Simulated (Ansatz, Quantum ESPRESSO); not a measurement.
# From contact to tunnelling: vacuum gaps between two Na(110) faces, part 2 of 5

Aim: how the conductance falls as the barrier grows, for vacuum gaps between two Na(110) faces.

Quantum ESPRESSO 7.5; plane-wave DFT, LDA, GBRV ultrasoft pseudopotentials; cross-check by Ansatz 0.2.0 with PAW datasets.

So far. Step 2 (SCF with pw.x, 5 Å): The run needed 11 iterations to bring the estimated error under 1e-07 Ry; the largest force on any atom, held or free, is 0.04 eV/Å.

### Step 3. The open system, 5 Å

Level of this step: transmission by pwcond, lead and junction from one cell; plane-wave DFT, LDA, GBRV ultrasoft pseudopotentials (Quantum ESPRESSO).

prefixt takes both regions from one run: the lead from 0 to bdl, the scattering region from bdl to bds (units of alat). ikind = 1 puts the same lead on both sides. The program's T_tot counts both spins in a run without spin; the tables below give T per spin.

File j0.cond.in:

```
&inputcond
  outdir = './out'
  prefixt = 'j0.scf'
  tran_file = 'j0.cond.dat'
  bdl = 1.4142135619
  bds = 8.9686507833
  ikind = 1
  ewind = 4.0
  epsproj = 1e-05
  nz1 = 7
  energy0 = 0.4
  denergy = -0.4
/
21
  0.00000000 0.00000000 0.01562500
  0.00000000 0.12500000 0.03125000
  0.00000000 0.25000000 0.03125000
  0.00000000 0.37500000 0.03125000
  0.00000000 0.50000000 0.01562500
  0.12500000 0.00000000 0.06250000
  0.12500000 0.25000000 0.06250000
  0.12500000 0.37500000 0.06250000
  0.12500000 0.50000000 0.06250000
  0.25000000 0.00000000 0.06250000
  0.25000000 0.12500000 0.03125000
  0.25000000 0.37500000 0.06250000
  0.25000000 0.50000000 0.06250000
  0.25000000 0.62500000 0.03125000
  0.37500000 0.00000000 0.06250000
  0.37500000 0.12500000 0.06250000
  0.37500000 0.50000000 0.06250000
  0.37500000 0.62500000 0.06250000
  0.50000000 0.00000000 0.03125000
  0.50000000 0.12500000 0.06250000
  0.50000000 0.25000000 0.03125000
3
```

The run is started by

```sh
$ OMP_NUM_THREADS=1 mpirun -n 4 pwcond.x -in j0.cond.in > j0.cond.out
```

The log of the run:

```text
[banner, memory and clock lines left out]
Program PWCOND v.7.5 starts

          URL

     ./out/j0.scf.save/

     IMPORTANT: XC functional enforced from input :
     Exchange-correlation= PZ
                           (   1   1   0   0   0   0   0)
     Any further DFT definition will be discarded
     Please, verify this is what you really want

     Reading collected, re-writing distributed wavefunctions

===== INPUT FILE containing all the regions =====

     GEOMETRY:

     lattice parameter (alat)  =       7.9368  a.u.
     the volume                =    3170.7105 (a.u.)^3
     the cross section         =      44.5432 (a.u.)^2
     l of the unit cell        =       8.9687 (alat)
     number of atoms/cell      =           12
     number of atomic types    =            1

     crystal axes: (cart. coord. in units of alat)
               a(1) = (  1.0000  0.0000  0.0000 )
               a(2) = (  0.5000  0.7071  0.0000 )
               a(3) = (  0.0000  0.0000  8.9687 )

   Cartesian axes

     site n.     atom                  positions (alat units)
          1        Na     tau(  1)=(  0.0000  0.0000  8.9687  )
          2        Na     tau(  2)=(  0.5000  0.0000  0.7071  )
          3        Na     tau(  3)=(  0.0000  0.0000  1.4142  )
          4        Na     tau(  4)=(  0.5000  0.0000  2.1213  )
          5        Na     tau(  5)=(  0.0000  0.0000  2.8284  )
          6        Na     tau(  6)=(  0.5000  0.0000  3.5355  )
          7        Na     tau(  7)=(  0.0000  0.0000  4.7260  )
          8        Na     tau(  8)=(  0.5000  0.0000  5.4331  )
          9        Na     tau(  9)=(  0.0000  0.0000  6.1402  )
         10        Na     tau( 10)=(  0.5000  0.0000  6.8473  )
         11        Na     tau( 11)=(  0.0000  0.0000  7.5544  )
         12        Na     tau( 12)=(  0.5000  0.0000  8.2615  )

     nr1s                      =           32
     nr2s                      =           27
     nr3s                      =          288
     nr1sx                     =           32
     nr2sx                     =           27
     nr3sx                     =          288
     nr1                       =           36
     nr2                       =           32
     nr3                       =          324
     nr1x                      =           36
     nr2x                      =           32
     nr3x                      =          324

 _______________________________
  Radii of nonlocal spheres:

     type       ibeta     ang. mom.          radius (alat units)
       Na         1         0                    0.2543
       Na         2         0                    0.2543
       Na         3         1                    0.2543
       Na         4         1                    0.2543
       Na         5         2                    0.2543
----- General information -----

--- T calc. with identical leads (ikind=1) ---

     nrx                       =           32
     nry                       =           27
     nz1                       =            7

     energy0               =         4.0E-01
     denergy               =        -4.0E-01
     nenergy               =          3
     ecut2d                =         4.0E+01
     ewind                 =         4.0E+00
     epsproj               =         1.0E-05

     number of k_|| points=   21
                       cryst. coord.
        k(    1) = (   0.0000000   0.0000000), wk =   0.0156250
        k(    2) = (   0.0000000   0.1250000), wk =   0.0312500
        k(    3) = (   0.0000000   0.2500000), wk =   0.0312500
        k(    4) = (   0.0000000   0.3750000), wk =   0.0312500
        k(    5) = (   0.0000000   0.5000000), wk =   0.0156250
        k(    6) = (   0.1250000   0.0000000), wk =   0.0625000
        k(    7) = (   0.1250000   0.2500000), wk =   0.0625000
        k(    8) = (   0.1250000   0.3750000), wk =   0.0625000
        k(    9) = (   0.1250000   0.5000000), wk =   0.0625000
        k(   10) = (   0.2500000   0.0000000), wk =   0.0625000
        k(   11) = (   0.2500000   0.1250000), wk =   0.0312500
        k(   12) = (   0.2500000   0.3750000), wk =   0.0625000
        k(   13) = (   0.2500000   0.5000000), wk =   0.0625000
        k(   14) = (   0.2500000   0.6250000), wk =   0.0312500
        k(   15) = (   0.3750000   0.0000000), wk =   0.0625000
        k(   16) = (   0.3750000   0.1250000), wk =   0.0625000
        k(   17) = (   0.3750000   0.5000000), wk =   0.0625000
        k(   18) = (   0.3750000   0.6250000), wk =   0.0625000
        k(   19) = (   0.5000000   0.0000000), wk =   0.0312500
        k(   20) = (   0.5000000   0.1250000), wk =   0.0625000
        k(   21) = (   0.5000000   0.2500000), wk =   0.0312500
----- Information about left/right lead -----

     nocros                   =           13
     noins                    =           13
     norb                     =           39
     norbf                    =          143
     nrz                      =           45

      iorb      type   ibeta   ang. mom.   m       position (alat)
        1        1       1        0        1   taunew(   1)=(  0.0000  0.0000  0.0000)
        2        1       2        0        1   taunew(   2)=(  0.0000  0.0000  0.0000)
        3        1       3        1        1   taunew(   3)=(  0.0000  0.0000  0.0000)
        4        1       3        1        2   taunew(   4)=(  0.0000  0.0000  0.0000)
        5        1       3        1        3   taunew(   5)=(  0.0000  0.0000  0.0000)
        6        1       4        1        1   taunew(   6)=(  0.0000  0.0000  0.0000)
        7        1       4        1        2   taunew(   7)=(  0.0000  0.0000  0.0000)
        8        1       4        1        3   taunew(   8)=(  0.0000  0.0000  0.0000)
        9        1       5        2        1   taunew(   9)=(  0.0000  0.0000  0.0000)
       10        1       5        2        2   taunew(  10)=(  0.0000  0.0000  0.0000)
       11        1       5        2        3   taunew(  11)=(  0.0000  0.0000  0.0000)
       12        1       5        2        4   taunew(  12)=(  0.0000  0.0000  0.0000)
       13        1       5        2        5   taunew(  13)=(  0.0000  0.0000  0.0000)
       14        1       1        0        1   taunew(  14)=(  0.5000  0.0000  0.7071)
       15        1       2        0        1   taunew(  15)=(  0.5000  0.0000  0.7071)
       16        1       3        1        1   taunew(  16)=(  0.5000  0.0000  0.7071)
       17        1       3        1        2   taunew(  17)=(  0.5000  0.0000  0.7071)
       18        1       3        1        3   taunew(  18)=(  0.5000  0.0000  0.7071)
       19        1       4        1        1   taunew(  19)=(  0.5000  0.0000  0.7071)
[...]
96        1       3        1        3   taunew(  96)=(  0.5000  0.0000  5.4331)
       97        1       4        1        1   taunew(  97)=(  0.5000  0.0000  5.4331)
       98        1       4        1        2   taunew(  98)=(  0.5000  0.0000  5.4331)
       99        1       4        1        3   taunew(  99)=(  0.5000  0.0000  5.4331)
      100        1       5        2        1   taunew( 100)=(  0.5000  0.0000  5.4331)
      101        1       5        2        2   taunew( 101)=(  0.5000  0.0000  5.4331)
      102        1       5        2        3   taunew( 102)=(  0.5000  0.0000  5.4331)
      103        1       5        2        4   taunew( 103)=(  0.5000  0.0000  5.4331)
      104        1       5        2        5   taunew( 104)=(  0.5000  0.0000  5.4331)
      105        1       1        0        1   taunew( 105)=(  0.0000  0.0000  6.1402)
      106        1       2        0        1   taunew( 106)=(  0.0000  0.0000  6.1402)
      107        1       3        1        1   taunew( 107)=(  0.0000  0.0000  6.1402)
      108        1       3        1        2   taunew( 108)=(  0.0000  0.0000  6.1402)
      109        1       3        1        3   taunew( 109)=(  0.0000  0.0000  6.1402)
      110        1       4        1        1   taunew( 110)=(  0.0000  0.0000  6.1402)
      111        1       4        1        2   taunew( 111)=(  0.0000  0.0000  6.1402)
      112        1       4        1        3   taunew( 112)=(  0.0000  0.0000  6.1402)
      113        1       5        2        1   taunew( 113)=(  0.0000  0.0000  6.1402)
      114        1       5        2        2   taunew( 114)=(  0.0000  0.0000  6.1402)
      115        1       5        2        3   taunew( 115)=(  0.0000  0.0000  6.1402)
      116        1       5        2        4   taunew( 116)=(  0.0000  0.0000  6.1402)
      117        1       5        2        5   taunew( 117)=(  0.0000  0.0000  6.1402)
      118        1       1        0        1   taunew( 118)=(  0.5000  0.0000  6.8473)
      119        1       2        0        1   taunew( 119)=(  0.5000  0.0000  6.8473)
      120        1       3        1        1   taunew( 120)=(  0.5000  0.0000  6.8473)
      121        1       3        1        2   taunew( 121)=(  0.5000  0.0000  6.8473)
      122        1       3        1        3   taunew( 122)=(  0.5000  0.0000  6.8473)
      123        1       4        1        1   taunew( 123)=(  0.5000  0.0000  6.8473)
      124        1       4        1        2   taunew( 124)=(  0.5000  0.0000  6.8473)
      125        1       4        1        3   taunew( 125)=(  0.5000  0.0000  6.8473)
      126        1       5        2        1   taunew( 126)=(  0.5000  0.0000  6.8473)
      127        1       5        2        2   taunew( 127)=(  0.5000  0.0000  6.8473)
      128        1       5        2        3   taunew( 128)=(  0.5000  0.0000  6.8473)
      129        1       5        2        4   taunew( 129)=(  0.5000  0.0000  6.8473)
      130        1       5        2        5   taunew( 130)=(  0.5000  0.0000  6.8473)
      131        1       1        0        1   taunew( 131)=(  0.0000  0.0000  7.5544)
      132        1       2        0        1   taunew( 132)=(  0.0000  0.0000  7.5544)
      133        1       3        1        1   taunew( 133)=(  0.0000  0.0000  7.5544)
      134        1       3        1        2   taunew( 134)=(  0.0000  0.0000  7.5544)
      135        1       3        1        3   taunew( 135)=(  0.0000  0.0000  7.5544)
      136        1       4        1        1   taunew( 136)=(  0.0000  0.0000  7.5544)
      137        1       4        1        2   taunew( 137)=(  0.0000  0.0000  7.5544)
      138        1       4        1        3   taunew( 138)=(  0.0000  0.0000  7.5544)
      139        1       5        2        1   taunew( 139)=(  0.0000  0.0000  7.5544)
      140        1       5        2        2   taunew( 140)=(  0.0000  0.0000  7.5544)
      141        1       5        2        3   taunew( 141)=(  0.0000  0.0000  7.5544)
      142        1       5        2        4   taunew( 142)=(  0.0000  0.0000  7.5544)
      143        1       5        2        5   taunew( 143)=(  0.0000  0.0000  7.5544)
 ngper, shell number =          137          31
 ngper, n2d =          137         137
---  E-Ef =    0.4000000  k =    0.0000000   0.0000000
---  ie =          1  ik =          1
 Nchannels of the left tip =            1
 Right moving states:
   k1(2pi/a)   k2(2pi/a)   E-Ef (eV)
  -0.0638211   0.0000181   0.4000000
 Left moving states:
   k1(2pi/a)   k2(2pi/a)   E-Ef (eV)
   0.0638211   0.0000181   0.4000000

 to transmit
 Band j to band i transmissions and reflections:
    j         i     |T_ij|^2    |R_ij|^2

    1 -->     1     0.97725     0.02275
   Total T_j, R_j =    0.97725  0.02275

E-Ef(ev), T(x2 spins) =    0.4000000   1.9545032
---  E-Ef =    0.0000000  k =    0.0000000   0.0000000
---  ie =          2  ik =          1
 Nchannels of the left tip =            1
 Right moving states:
   k1(2pi/a)   k2(2pi/a)   E-Ef (eV)
  -0.1188174   0.0000190   0.0000000
 Left moving states:
   k1(2pi/a)   k2(2pi/a)   E-Ef (eV)
   0.1188174   0.0000190   0.0000000

 to transmit
 Band j to band i transmissions and reflections:
    j         i     |T_ij|^2    |R_ij|^2

    1 -->     1     0.84879     0.15121
   Total T_j, R_j =    0.84879  0.15121

E-Ef(ev), T(x2 spins) =    0.0000000   1.6975822
---  E-Ef =   -0.4000000  k =    0.0000000   0.0000000
---  ie =          3  ik =          1
 Nchannels of the left tip =            1
 Right moving states:
   k1(2pi/a)   k2(2pi/a)   E-Ef (eV)
  -0.1756663   0.0000199  -0.4000000
 Left moving states:
   k1(2pi/a)   k2(2pi/a)   E-Ef (eV)
   0.1756663   0.0000199  -0.4000000

 to transmit
 Band j to band i transmissions and reflections:
    j         i     |T_ij|^2    |R_ij|^2

    1 -->     1     0.71101     0.28899
   Total T_j, R_j =    0.71101  0.28899

E-Ef(ev), T(x2 spins) =   -0.4000000   1.4220107
 ngper, shell number =          139          73
 ngper, n2d =          139          98
[... further energies and points left out ...]
---  E-Ef =    0.4000000  k =    0.5000000   0.2500000
---  ie =          1  ik =         21
 Nchannels of the left tip =            1
 Right moving states:
   k1(2pi/a)   k2(2pi/a)   E-Ef (eV)
  -0.3888578   0.0000174   0.4000000
 Left moving states:
   k1(2pi/a)   k2(2pi/a)   E-Ef (eV)
   0.3888578   0.0000174   0.4000000

 to transmit
 Band j to band i transmissions and reflections:
    j         i     |T_ij|^2    |R_ij|^2

    1 -->     1     0.31964     0.68036
   Total T_j, R_j =    0.31964  0.68036

E-Ef(ev), T(x2 spins) =    0.4000000   0.6392773
---  E-Ef =    0.0000000  k =    0.5000000   0.2500000
---  ie =          2  ik =         21
 Nchannels of the left tip =            1
 Right moving states:
   k1(2pi/a)   k2(2pi/a)   E-Ef (eV)
  -0.4747526   0.0000186   0.0000000
 Left moving states:
   k1(2pi/a)   k2(2pi/a)   E-Ef (eV)
   0.4747526   0.0000186   0.0000000

 to transmit
 Band j to band i transmissions and reflections:
    j         i     |T_ij|^2    |R_ij|^2

    1 -->     1     0.21067     0.78933
   Total T_j, R_j =    0.21067  0.78933

E-Ef(ev), T(x2 spins) =    0.0000000   0.4213419
---  E-Ef =   -0.4000000  k =    0.5000000   0.2500000
---  ie =          3  ik =         21
 Nchannels of the left tip =            1
 Right moving states:
   k1(2pi/a)   k2(2pi/a)   E-Ef (eV)
   0.4235526   0.0000197  -0.4000000
 Left moving states:
   k1(2pi/a)   k2(2pi/a)   E-Ef (eV)
  -0.4235526   0.0000197  -0.4000000

 to transmit
 Band j to band i transmissions and reflections:
    j         i     |T_ij|^2    |R_ij|^2

    1 -->     1     0.13031     0.86969
   Total T_j, R_j =    0.13031  0.86969

E-Ef(ev), T(x2 spins) =   -0.4000000   0.2606216
   T_tot     0.40000      0.83602E+00
   T_tot     0.00000      0.63484E+00
   T_tot    -0.40000      0.46523E+00

Note: The following floating-point exceptions are signalling: IEEE_UNDERFLOW_FLAG
Note: The following floating-point exceptions are signalling: IEEE_UNDERFLOW_FLAG
Note: The following floating-point exceptions are signalling: IEEE_UNDERFLOW_FLAG
Note: The following floating-point exceptions are signalling: IEEE_UNDERFLOW_FLAG
```

Wall time 2.2 min (4 MPI ranks of Arm Neoverse V1, shared host); peak memory 0.38 GiB.

Read from the output:

| Property | Result |
| --- | --- |
| lead channels at the Fermi level, one spin | 0.8594 |
| transmission at the Fermi level, one spin | 0.3174 |
| conductance | 0.3174 G₀ |

Per spin; mean over the k mesh across the current. The open channels, zone mean by energy, zero at the Fermi level:

```csv
energy (eV),"open channels, zone mean"
-0.400,0.734
0.000,0.859
0.400,0.984
```

Per spin; mean over the k mesh across the current. Table of transmission, zone mean by energy, zero at the Fermi level:

```csv
energy (eV),"transmission, zone mean"
-0.400,0.233
0.000,0.317
0.400,0.418
```

At 0.000 eV; k in fractions of b1, b2. Transmission by k point:

```csv
k1,k2,weight,t,channels
0,0,0.01562,0.8488,1
0,0.125,0.03125,0.7647,1
0,0.25,0.03125,0.5085,1
0,0.375,0.03125,0.1481,1
0,0.5,0.01562,0,0
0.125,0,0.0625,0.7865,1
0.125,0.25,0.0625,0.6138,1
0.125,0.375,0.0625,0.3065,1
0.125,0.5,0.0625,0,0
0.25,0,0.0625,0.5936,1
0.25,0.125,0.03125,0.6763,1
0.25,0.375,0.0625,0.3468,1
0.25,0.5,0.0625,0.07316,1
0.25,0.625,0.03125,0,0
0.375,0,0.0625,0.3069,1
0.375,0.125,0.0625,0.4398,1
0.375,0.5,0.0625,0.08036,1
0.375,0.625,0.0625,0,0
0.5,0,0.03125,0.03479,2
0.5,0.125,0.0625,0.1476,1
0.5,0.25,0.03125,0.2107,1
```

[end of part 2 of 5]

[Logs are printed without paths, hosts, clocks, repeated set-up lines and the standing remarks that a program may print on its own settings, such as how far it seeks lower states.]

[Hosts, paths, dates, database ids (printed as entryN), source tags and the programs' standing remarks are cut or masked in the printed files.]

[Maps of the electrostatic potential energy from Ansatz leave out the sawtooth potential of an applied field or a dipole correction, so their vacuum need not be flat; planar profiles and work functions include it.]
